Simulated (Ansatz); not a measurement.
# Ca3V: relaxing a made-up structure

This structure for Ca3V is made up. Its elements were placed in a known structure type with a cell scaled to their sizes. What cell does the guess relax to, and how far off was it?

Method: DFT, PBE, plane-wave PAW, files of the set soft_1, scalar-relativistic, ferromagnetic start, cell and ions relaxed at zero pressure; PAW set soft_1, in Ansatz 0.2.0.

In doubt: warnings of the run leave room for a lower electronic state, so energies may not be the lowest and differences between runs may mislead.

**1. The starting structure**

The structure is hexagonal, space group P6_3/mmc (No. 194). Conventional cell: a = 6.975 Å, b = 6.975 Å, c = 5.553 Å, α = 90.00°, β = 90.00°, γ = 120.00°. Nearest to V lie 12 Ca at 3.39 to 3.49 Å. Ca has 8 Ca at 3.35 to 3.62 Å and 4 V at 3.39 to 3.49 Å nearest. Farther neighbours are not listed.

**2. Relaxing cell and atoms**

The guess takes its coordinates from another compound and its volume from a rule, so the cell and any free coordinates are relaxed together.

The input, input.yaml:

```yaml
crystal:
  lattice:
    - [6.975, 0.0, 0.0]
    - [-3.4875, 6.040527191, 0.0]
    - [0.0, 0.0, 5.553]
  atoms:
    - { symbol: V, position: [0.333333333, 0.666666667, 0.75], spin: 2.0 }
    - { symbol: V, position: [0.666666667, 0.333333333, 0.25], spin: 2.0 }
    - { symbol: Ca, position: [0.173050005, 0.34610001, 0.25] }
    - { symbol: Ca, position: [0.173050005, 0.826949995, 0.25] }
    - { symbol: Ca, position: [0.65389999, 0.826949995, 0.25] }
    - { symbol: Ca, position: [0.826949995, 0.65389999, 0.75] }
    - { symbol: Ca, position: [0.826949995, 0.173050005, 0.75] }
    - { symbol: Ca, position: [0.34610001, 0.173050005, 0.75] }
magnetization:
  spin_polarized: true
kpoints:
  mp_grid: { grid: [5, 5, 5] }
scf:
  occupations: { method: fermi_dirac, width: 0.05 }
hamiltonian:
  xc: pbe
  pseudopotentials: { kind: paw, azcp: { folder: soft_1 } }
relax:
  f_tol: 0.015
  max_steps: 70
  cell: {}
output:
  forces: true
  stress: true
```

Launch:

```sh
> ansatz run input.yaml --threads 4 --pin off --max-ram 10240MiB --backend cpu --events-out ev --progress --plain --runs-dir out
```

Numbers of over 12 decimals in the logs are rounded to 6 here.

Log:

```text
Engine: ansatz 0.2.0, aarch64-unknown-linux-gnu
Pseudopotentials: kind: paw
Pseudopotential: V, paw, valence charge 13, recommended cutoff 420 eV (normal), soft_1/V.paw.azcp
Pseudopotential: Ca, paw, valence charge 10, recommended cutoff 420 eV (normal), soft_1/Ca.paw.azcp
Functional definition: PBE
  parameter kappa = 0.804
  parameter beta = 0.066725
  exchange = pbe_x(kappa = kappa, mu = beta*pi^2/3)
  correlation = pbe_c(beta = beta)
Crystal: 8 atoms, lattice volume = 233.963 Å³
Basis set: ecut = 420 eV, 4573 PW (Γ), exchange–correlation on 96×96×80 points (8 copies of the dense FFT grid, shifted against one another)
Bands: 54, of which v1, the nominal top of the filled ones, is band 43 counted from 1 (42 counted from 0)
Symmetry: 24 space group operations
Space group: P63/mmc (ITA 194), of the structure as read, at distance tolerance 6.2e-5 Å
Magnetic group: BNS 194.263 (UNI 1493), of the structure as read, at distance tolerance 6.2e-5 Å
k-points: 15 of 125
Non-local potential: V, projectors of the file, l = 0: 3, l = 1: 2, l = 2: 3, l = 3: 1
Non-local potential: Ca, projectors of the file, l = 0: 3, l = 1: 2, l = 2: 2
PAW form: soft (Blöchl's): semilocal exchange-correlation on the pseudo side does not see the compensation charge
PAW one-centre angular grid: V, 590 points (default); XC on 64 Gauss nodes
PAW one-centre angular grid: Ca, 110 points (default); XC on 64 Gauss nodes
Initial density: superposition of atomic densities (chi_scale 0.1, normalization cell, long waves kept (reshape's long-wave potential 0.01 eV rms))
Starting moments: Σ|m| = 4 μB on 2 of 8 sites
Initial wavefunctions: pseudopotential atomic-orbital guess
Functional: x = pbe(κ = 0.804, μ = 0.219515), c = pbe(β = 0.066725)
SCF iter   1: F=—  HF=-16722.086707 eV  |F-HF|=—  |Δ(HF+E_count)|=         —  Δρ=2.46e-2 (↑2.46e-2 ↓2.19e-2)  dr2=9.07e0  dr2_m=7.16e-2  M=5.647 μB ∫|m|=5.770 μB  β_m=0.30  ethr=3.10e-3  ⟨swp⟩=11.1  Hψ=7843  notcnv=0
Mixer restart at iter 1: flushing history
preconditioner: auto → Kerker (q_TF=auto, 2.309 Å⁻¹)  [metal: Δε(μ)=0.003 eV  Ē_g=2.055 eV  σ=0.050 eV  W_gap=0.02  n_scr=46 (ndim 8)  ℏωp=11.4 eV  f_vac=0.000  D(μ)=11.45/eV (n_scr^D=118)]
spin=Collinear: Kerker preconditioning applied to the charge; magnetization (m = ρ↑ − ρ↓) channel mixes plain (no charge-response kernel on spin).
SCF iter   2: F=—  HF=-16720.714102 eV  |F-HF|=—  |Δ(HF+E_count)|=    1.37e0  Δρ=1.08e-2 (↑9.47e-3 ↓1.08e-2)  dr2=7.64e-1  dr2_m=1.23e-1  M=5.558 μB ∫|m|=5.788 μB  β_m=0.33  ethr=3.10e-3  ⟨swp⟩=3.4  Hψ=3871  notcnv=0  defer=5
SCF iter   3: F=—  HF=-16720.553503 eV  |F-HF|=—  |Δ(HF+E_count)|=   1.61e-1  Δρ=1.27e-2 (↑1.27e-2 ↓6.81e-3)  dr2=1.81e-1  dr2_m=1.59e-1  M=5.780 μB ∫|m|=6.136 μB  β_m=0.54  ethr=8.88e-4  ⟨swp⟩=2.9  Hψ=2306  notcnv=0  defer=5
SCF iter   4: F=—  HF=-16721.550028 eV  |F-HF|=—  |Δ(HF+E_count)|=         —  Δρ=2.46e-2 (↑2.46e-2 ↓9.74e-3)  dr2=7.87e-1  dr2_m=6.17e-1  M=7.330 μB ∫|m|=7.867 μB  β_m=0.67  ethr=2.11e-4  ⟨swp⟩=3.3  Hψ=3450  notcnv=0  defer=6
Mixer restart at iter 4: flushing history
SCF iter   5: F=—  HF=-16721.883644 eV  |F-HF|=—  |Δ(HF+E_count)|=   3.34e-1  Δρ=4.77e-3 (↑4.77e-3 ↓4.52e-3)  dr2=9.86e-2  dr2_m=1.34e-2  M=7.387 μB ∫|m|=7.977 μB  β_m=0.64  ethr=2.11e-4  ⟨swp⟩=4.7  Hψ=4291  notcnv=0  defer=22
SCF iter   6: F=—  HF=-16721.852777 eV  |F-HF|=—  |Δ(HF+E_count)|=   3.09e-2  Δρ=6.20e-3 (↑6.20e-3 ↓1.67e-3)  dr2=1.02e-1  dr2_m=3.17e-2  M=7.494 μB ∫|m|=8.191 μB  β_m=0.69  ethr=1.15e-4  ⟨swp⟩=3.3  Hψ=3671  notcnv=0  defer=28
SCF iter   7: F=—  HF=-16721.867770 eV  |F-HF|=—  |Δ(HF+E_count)|=   1.50e-2  Δρ=7.86e-4 (↑7.86e-4 ↓4.46e-4)  dr2=1.82e-3  dr2_m=5.13e-4  M=7.517 μB ∫|m|=8.293 μB  β_m=0.84  ethr=1.15e-4  ⟨swp⟩=3.1  Hψ=2396  notcnv=0  defer=28
SCF iter   8: F=—  HF=-16721.871107 eV  |F-HF|=—  |Δ(HF+E_count)|=   3.34e-3  Δρ=8.33e-4 (↑8.33e-4 ↓2.12e-4)  dr2=2.25e-3  dr2_m=3.70e-4  M=7.491 μB ∫|m|=8.338 μB  β_m=0.84  ethr=2.12e-6  ⟨swp⟩=2.1  Hψ=2877  notcnv=0  defer=28
SCF iter   9: F=—  HF=-16721.872520 eV  |F-HF|=—  |Δ(HF+E_count)|=   1.41e-3  Δρ=2.00e-4 (↑2.00e-4 ↓1.06e-4)  dr2=1.18e-4  dr2_m=4.25e-5  M=7.472 μB ∫|m|=8.370 μB  β_m=0.92  ethr=2.12e-6  ⟨swp⟩=2.1  Hψ=2698  notcnv=0  defer=28
SCF iter  10: F=—  HF=-16721.872796 eV  |F-HF|=—  |Δ(HF+E_count)|=   2.75e-4  Δρ=8.39e-5 (↑8.39e-5 ↓5.53e-5)  dr2=2.55e-5  dr2_m=8.23e-6  M=7.460 μB ∫|m|=8.389 μB  β_m=0.96  ethr=1.37e-7  ⟨swp⟩=2.0  Hψ=2025  notcnv=0  defer=28
SCF iter  11: F=—  HF=-16721.872901 eV  |F-HF|=—  |Δ(HF+E_count)|=   1.05e-4  Δρ=3.52e-5 (↑3.52e-5 ↓1.75e-5)  dr2=6.39e-6  dr2_m=8.80e-7  M=7.447 μB ∫|m|=8.403 μB  β_m=0.98  ethr=2.97e-8  ⟨swp⟩=2.9  Hψ=2751  notcnv=0  defer=28
SCF iter  12: F=—  HF=-16721.872907 eV  |F-HF|=—  |Δ(HF+E_count)|=   6.15e-6  Δρ=6.68e-6 (↑6.68e-6 ↓5.77e-6)  dr2=2.06e-7  dr2_m=5.52e-8  M=7.443 μB ∫|m|=8.408 μB  β_m=0.99  ethr=7.43e-9  ⟨swp⟩=2.2  Hψ=2125  notcnv=0  defer=28
SCF iter  13: F=—  HF=-16721.872907 eV  |F-HF|=—  |Δ(HF+E_count)|=   2.17e-7  Δρ=3.87e-6 (↑3.87e-6 ↓1.66e-6)  dr2=1.03e-7  dr2_m=5.79e-9  M=7.443 μB ∫|m|=8.408 μB  β_m=1.00  ethr=2.40e-10  ⟨swp⟩=2.7  Hψ=2861  notcnv=0  defer=28
SCF iter  14: F=—  HF=-16721.872907 eV  |F-HF|=—  |Δ(HF+E_count)|=   1.98e-8  Δρ=4.43e-7 (↑4.43e-7 ↓4.11e-7)  dr2=1.48e-9  dr2_m=1.79e-10  M=7.443 μB ∫|m|=8.408 μB  β_m=1.00  ethr=1.19e-10  ⟨swp⟩=2.0  Hψ=1990  notcnv=0  defer=28
SCF iter  15: F=-16721.872907 eV  HF=-16721.872907 eV  |F-HF|=1.08e-9  |Δ(HF+E_count)|=   1.47e-9  Δρ=5.23e-7 (↑5.23e-7 ↓1.53e-7)  dr2=1.29e-9  dr2_m=1.14e-10  M=7.443 μB ∫|m|=8.408 μB  ethr=1.72e-12  ⟨swp⟩=1.0  Hψ=4562  notcnv=0
SCF 1 converged in 15 iterations: F = -16721.872907 eV  dr2 = 1.29e-9
  greatest PAW one-centre occupation: 0.999 electrons in one spin orbital (limit 2), on the V atom at site 1 (counted from 0), in its partial waves of l = 0
relax step   1: F+E_penalty+E_count = -16721.87290744 eV  Δ(F+E_penalty+E_count) = +0.000e0 eV  max|allowed force component| = 2.130e-2 eV/Å  Δτ_max = 0.0000 Å  P = +3.566 GPa  Ω = 233.963 Å³  (15 SCF iters, dr2 threshold 1.00e-7 eV, accepted)
Crystal: 8 atoms, lattice volume = 258.085 Å³
Basis set: ecut = 420 eV, 5023 PW (Γ), exchange–correlation on 96×96×80 points (8 copies of the dense FFT grid, shifted against one another)
Initial density: handed on by an earlier stage of this run
Starting moments: Σ|m| = 4 μB on 2 of 8 sites; this step starts from the density that it was given
Initial wavefunctions: those handed on with the density
iter 1 solved again at ethr=1.92e-4 eV; its pass at ethr=3.10e-3 eV (dr2=1.65e-1 eV) is discarded
[...]
Basis set: ecut = 420 eV, 5227 PW (Γ), exchange–correlation on 100×100×80 points (8 copies of the dense FFT grid, shifted against one another)
Initial wavefunctions: pseudopotential atomic-orbital guess (no wavefunctions were taken with the density)
iter 1 solved again at ethr=3.39e-7 eV; its pass at ethr=3.10e-3 eV (dr2=2.92e-4 eV) is discarded
SCF iter   1: F=—  HF=-16722.184089 eV  |F-HF|=—  |Δ(HF+E_count)|=         —  Δρ=3.93e-4 (↑3.93e-4 ↓2.20e-4)  dr2=2.61e-5  dr2_m=2.04e-5  M=7.770 μB ∫|m|=8.526 μB  β_m=0.65  ethr=3.39e-7  ⟨swp⟩=3.4  Hψ=11725  notcnv=0
preconditioner: auto → Kerker (q_TF=auto, 1.703 Å⁻¹)  [metal: Δε(μ)=0.005 eV  Ē_g=2.279 eV  σ=0.050 eV  W_gap=0.02  n_scr=20 (ndim 8)  ℏωp=10.7 eV  f_vac=0.000  D(μ)=6.86/eV (n_scr^D=44)]
spin=Collinear: Kerker preconditioning applied to the charge; magnetization (m = ρ↑ − ρ↓) channel mixes plain (no charge-response kernel on spin).
SCF iter   2: F=—  HF=-16722.191580 eV  |F-HF|=—  |Δ(HF+E_count)|=   7.49e-3  Δρ=1.38e-4 (↑1.38e-4 ↓7.83e-5)  dr2=2.90e-6  dr2_m=2.49e-6  M=7.773 μB ∫|m|=8.525 μB  β_m=0.64  ethr=3.04e-8  ⟨swp⟩=2.1  Hψ=2373  notcnv=0
SCF iter   3: F=—  HF=-16722.192667 eV  |F-HF|=—  |Δ(HF+E_count)|=   1.09e-3  Δρ=9.09e-6 (↑9.09e-6 ↓7.35e-6)  dr2=1.45e-7  dr2_m=4.27e-8  M=7.774 μB ∫|m|=8.525 μB  β_m=0.66  ethr=3.37e-9  ⟨swp⟩=2.0  Hψ=2859  notcnv=0
SCF iter   4: F=—  HF=-16722.192670 eV  |F-HF|=—  |Δ(HF+E_count)|=   3.86e-6  Δρ=5.69e-6 (↑5.69e-6 ↓3.33e-6)  dr2=1.34e-7  dr2_m=2.77e-8  M=7.774 μB ∫|m|=8.525 μB  β_m=0.83  ethr=1.68e-10  ⟨swp⟩=2.0  Hψ=2834  notcnv=0
SCF iter   5: F=—  HF=-16722.192671 eV  |F-HF|=—  |Δ(HF+E_count)|=   9.70e-7  Δρ=2.19e-6 (↑2.19e-6 ↓1.38e-6)  dr2=1.22e-8  dr2_m=4.31e-9  M=7.775 μB ∫|m|=8.525 μB  β_m=0.81  ethr=1.55e-10  ⟨swp⟩=2.9  Hψ=3086  notcnv=0
SCF iter   6: F=—  HF=-16722.192671 eV  |F-HF|=—  |Δ(HF+E_count)|=   2.89e-8  Δρ=1.00e-6 (↑1.00e-6 ↓5.37e-7)  dr2=6.00e-9  dr2_m=1.05e-9  M=7.775 μB ∫|m|=8.525 μB  β_m=0.90  ethr=1.42e-11  ⟨swp⟩=2.0  Hψ=2743  notcnv=0
SCF iter   7: F=—  HF=-16722.192690 eV  |F-HF|=—  |Δ(HF+E_count)|=   1.89e-5  Δρ=7.33e-7 (↑7.33e-7 ↓5.14e-7)  dr2=1.59e-9  dr2_m=6.44e-10  M=7.775 μB ∫|m|=8.525 μB  β_m=0.95  ethr=6.97e-12  ⟨swp⟩=3.0  Hψ=3266  notcnv=0
SCF iter   8: F=—  HF=-16722.192690 eV  |F-HF|=—  |Δ(HF+E_count)|=   1.14e-8  Δρ=4.22e-7 (↑4.22e-7 ↓2.52e-7)  dr2=5.16e-10  dr2_m=2.08e-10  M=7.775 μB ∫|m|=8.525 μB  β_m=0.98  ethr=1.85e-12  ⟨swp⟩=2.3  Hψ=2684  notcnv=0
SCF iter   9: F=—  HF=-16722.192690 eV  |F-HF|=—  |Δ(HF+E_count)|=   3.83e-9  Δρ=7.88e-8 (↑7.88e-8 ↓6.43e-8)  dr2=1.64e-11  dr2_m=9.44e-12  M=7.776 μB ∫|m|=8.525 μB  β_m=0.99  ethr=1.00e-12  ⟨swp⟩=3.0  Hψ=3062  notcnv=0
SCF iter  10: F=—  HF=-16722.192690 eV  |F-HF|=—  |Δ(HF+E_count)|=  1.31e-10  Δρ=1.47e-7 (↑1.47e-7 ↓2.13e-8)  dr2=1.12e-10  dr2_m=1.27e-11  M=7.776 μB ∫|m|=8.525 μB  β_m=0.99  ethr=1.00e-12  ⟨swp⟩=2.0  Hψ=1952  notcnv=0
SCF iter  11: F=-16722.192690 eV  HF=-16722.192690 eV  |F-HF|=0.00e0  |Δ(HF+E_count)|=  3.64e-12  Δρ=1.18e-8 (↑1.18e-8 ↓6.61e-9)  dr2=6.65e-13  dr2_m=1.16e-13  M=7.776 μB ∫|m|=8.525 μB  ethr=1.00e-12  ⟨swp⟩=2.7  Hψ=3759  notcnv=0
SCF 6 converged in 11 iterations: F = -16722.192690 eV  dr2 = 6.65e-13
relax step   6: F+E_penalty+E_count = -16722.19269025 eV  Δ(F+E_penalty+E_count) = -2.492e-3 eV  max|allowed force component| = 8.346e-5 eV/Å  Δτ_max = 0.0000 Å  P = +0.012 GPa  Ω = 265.143 Å³  stress off target by 1.90e-2 GPa  SCF on the basis re-selected at this cell (its energy is not comparable with the rows above)  (11 SCF iters)
basis re-selected at this cell: Δ(F+E_penalty+E_count) = -2.492e-3 eV, ΔP = +0.016 GPa vs the last step (what re-selecting the basis moved, of the pressure what is left beyond the Pulay correction that the steps carried, after the strain that the cell walked since its last selection, with what the two solves' SCF thresholds leave and, on support functions, any second-order correction that the steps lacked; it is no measure of the basis error at this ecutwfc). The dense FFT grid was sized anew with the basis: this SCF ran on 50×50×40 points, the steps before it on 48×48×40, so part of this shift can come from that change (see relax.cell in the input reference). [rest of the remark cut]
WARN: an SCF from antiferromagnetic starting moments (-2.94, 2.94, 0.00, 0.00, 0.00, 0.00, 0.00, 0.00 Bohr magnetons, atom by atom) was not made, by what the run has read of turns of its moments that order reads lower: the deck asks for what bars it, or types moments that do (magnetization.spin_polarized, in the input reference, names some of the keys), or the run goes by scf.lower_state_search: light, the default, which as a rule tries one only behind a close that has lost an order of both signs, or on which an open d or half-filled 4f shell of a PAW file has lost a moment that was set nearer to Hund's than to what is left; [rest of the remark cut]
SCF converged after 11 iterations
Magnetization: 7.7756 μB (46.8878 up, 39.1122 down)
Absolute magnetization: 8.5444 μB (∫|ρ↑−ρ↓|, with the PAW one-centre terms)
Spin contamination: 0.6238 ħ² per cell (⟨S²⟩ above its minimum at these occupations)
Per-site moments (μB) at R_I (Å): [(3.275510, 1.448028), (3.275510, 1.448028), (0.041855, 1.437353), (0.041855, 1.437353), (0.041855, 1.437353), (0.041855, 1.437353), (0.041855, 1.437353), (0.041855, 1.437353)]
Free energy (F): -16722.192690 eV
Harris-Foulkes:  -16722.192690 eV  (|F-HF|=0.00e0)
Internal energy: -16722.134085 eV  (E = F + TS)
E sigma→0 (E₀):  -16722.163388 eV
Entropy (-TS):   -0.058605 eV (-7.326 meV/atom)
Fermi energy:    6.438976 eV
--- Per-component energies (eV) ---
  E_band       = -1482.774171
  E_kinetic    = 2103.357633
  E_local      = -8003.473925  (includes V_loc(G=0)·N_el)
  E_nonlocal   = 715.743240
  E_hartree    = 2898.337057
  E_xc         = -986.698355
  E_vxc        = -1229.147248  (∫ρ·V_xc dr)
  E_paw        = -7448.636176  (= ΣΔE_a)
  E_vpaw       = -865.930115  (= ΣTr[D̂ρ^β])
  E_aug_tail   = 0.002166  (compensation charges beyond the density's cutoff)
  E_ewald      = -6000.765725
  E_smearing   = -0.058605  (= −TS)
  E_closure    = 0.000000  (closes the sum)
  Σ components = -16722.192690   (vs F -16722.192690, Δ=0.00e0)
--- Forces (eV/Å), atoms counted from 1 ---
  atom   1  V     -0.00000000    -0.00000000     0.00000000
  atom   2  V      0.00000000     0.00000000     0.00000000
  atom   3  Ca     0.00000000     0.00008346     0.00000000
  atom   4  Ca     0.00007228    -0.00004173     0.00000000
  atom   5  Ca    -0.00007228    -0.00004173     0.00000000
  atom   6  Ca     0.00000000    -0.00008346     0.00000000
  atom   7  Ca    -0.00007228     0.00004173     0.00000000
  atom   8  Ca     0.00007228     0.00004173     0.00000000
  max |Σ_I F_I| component: 1.17e-18 eV/Å
--- Stress (GPa, compression-positive) ---
        0.018957       0.000000       0.000000
       -0.000000       0.018957       0.000000
        0.000000       0.000000      -0.000569
  P = ⅓ Tr σ = 0.0124 GPa (0.124 kbar)
--- Relaxed structure (5 steps of the walk, 5 accepted, 1 SCFs on fresh bases) ---
  F+E_penalty+E_count = -16722.19269025 eV   max|allowed force component| = 8.346e-5 eV/Å   (the final SCF, on the basis selected at the relaxed cell)
  cell:  # Å, volume = 265.1425 Å³
    - [7.294762, 0.0, 0.0]
    - [-3.647381, 6.317449, 0.0]
    - [0.0, 0.0, 5.753425]
  atoms:
    - { symbol: V, position: [0.333333, 0.666667, 0.750000] }
    - { symbol: V, position: [0.666667, 0.333333, 0.250000] }
    - { symbol: Ca, position: [0.174110, 0.348220, 0.250000] }
    - { symbol: Ca, position: [0.174110, 0.825890, 0.250000] }
    - { symbol: Ca, position: [0.651780, 0.825890, 0.250000] }
    - { symbol: Ca, position: [0.825890, 0.651780, 0.750000] }
    - { symbol: Ca, position: [0.825890, 0.174110, 0.750000] }
    - { symbol: Ca, position: [0.348220, 0.174110, 0.750000] }
```

Elapsed: 47 s, on 4 threads of Arm Neoverse V1, shared host; peak memory 0.86 GiB; 3 min of CPU time.

Step by step:

```csv
step,energy less that of the first step (eV),largest force component (eV/Å),pressure (GPa),volume (Å³)
1,0.0000,0.0213,3.57,233.96
2,-0.3020,0.0164,0.65,258.09
3,-0.3166,0.0294,0.06,264.29
4,-0.3170,0.0193,-0.02,265.41
5,-0.3173,0.0000,0.00,265.14
6*,-0.3198,0.0001,0.01,265.14
```

Relaxation steps marked * repeat the geometry before them on a plane-wave basis chosen anew for their cell, so energy and pressure can jump there.

The run keeps the 24 symmetry operations that it works with, so distortions that break them were not tested.

```csv
"conventional cell, symmetrised",before,after,change
a (Å),6.975,7.295,+4.6 %
b (Å),6.975,7.295,+4.6 %
c (Å),5.553,5.753,+3.6 %
volume (Å³/atom),29.25,33.14,+13.3 %
```

The atoms that moved most (Å, as changes of fractional coordinates times the final cell):

```csv
atom,dx,dy,dz,length
Ca6,0.000,-0.013,0.000,0.013
Ca4,0.012,-0.007,0.000,0.013
Ca5,-0.012,-0.007,0.000,0.013
Ca3,0.000,0.013,0.000,0.013
Ca8,0.012,0.007,0.000,0.013
Ca7,-0.012,0.007,0.000,0.013
```

The relaxed structure:

```
V Ca
1.0
     7.29476    0.00000    0.00000
    -3.64738    6.31745    0.00000
     0.00000    0.00000    5.75342
V Ca
2 6
Direct
  0.33333 0.66667 0.75000
  0.66667 0.33333 0.25000
  0.17411 0.34822 0.25000
  0.17411 0.82589 0.25000
  0.65178 0.82589 0.25000
  0.82589 0.65178 0.75000
  0.82589 0.17411 0.75000
  0.34822 0.17411 0.75000
```

Numbers from this step:

| Quantity | Value |
| --- | --- |
| free energy | -16722.1927 eV |
| energy at zero smearing | -16722.1634 eV |
| smearing term TS | 0.05861 eV |
| Fermi energy | 6.439 eV |
| magnetization | 7.776 μB |
| absolute magnetization | 8.544 μB |
| site moments | 3.276, 3.276, 0.04186, 0.04186, 0.04186, 0.04186, 0.04186, 0.04186 μB |
| electrons | 86 |
| symmetry operations | 24 |
| pressure | 0.01245 GPa |

Site moment by atom:

```csv
atom,site moment (μB)
V1,3.28
V2,3.28
Ca3,0.04
Ca4,0.04
Ca5,0.04
Ca6,0.04
Ca7,0.04
Ca8,0.04
```

Shortest distances by pair of elements, guess and relaxed (not always the same contact):

```csv
pair,guess (Å),relaxed (Å)
Ca–Ca,3.354,3.484
Ca–V,3.385,3.510
V–V,4.891,5.100
```

The relaxation ends with a largest force component of 8.3e-5 eV/Å and a pressure of 0.01 GPa.

**3. Summary of results**

| Item | Value |
| --- | --- |
| space group, relaxed | P6_3/mmc |
| conventional cell | a = 7.295, b = 7.295, c = 5.753 Å; α = 90.0°, β = 90.0°, γ = 120.0° |
| volume per atom | 33.14 Å³ (guess 29.25) |
| total moment | 7.78 μB in the cell of 8 atoms |

Ca3V relaxes to P6_3/mmc with a = 7.295, b = 7.295 and c = 5.753 Å. The guessed volume was 12 % too small. The space group P6_3/mmc was held in the relaxation, so the end point is a stationary structure within it and may be a saddle against distortions or other arrangements. The input starts from parallel moments, and no other start was typed. The electronic state may lie above the lowest one. Mesh and cutoff weren't tested. No dispersion term is used, so weakly bound directions may come out too long. The program estimates, without running it, that another magnetic order lies lower than the one relaxed here. Nothing here tests whether the compound is stable against decomposition.

[Logs are printed without paths, hosts, clocks, repeated set-up lines and the standing remarks that a program may print on its own settings, such as how far it seeks lower states.]

[Hosts, paths, dates, database ids (printed as entryN), source tags and the programs' standing remarks are cut or masked in the printed files.]
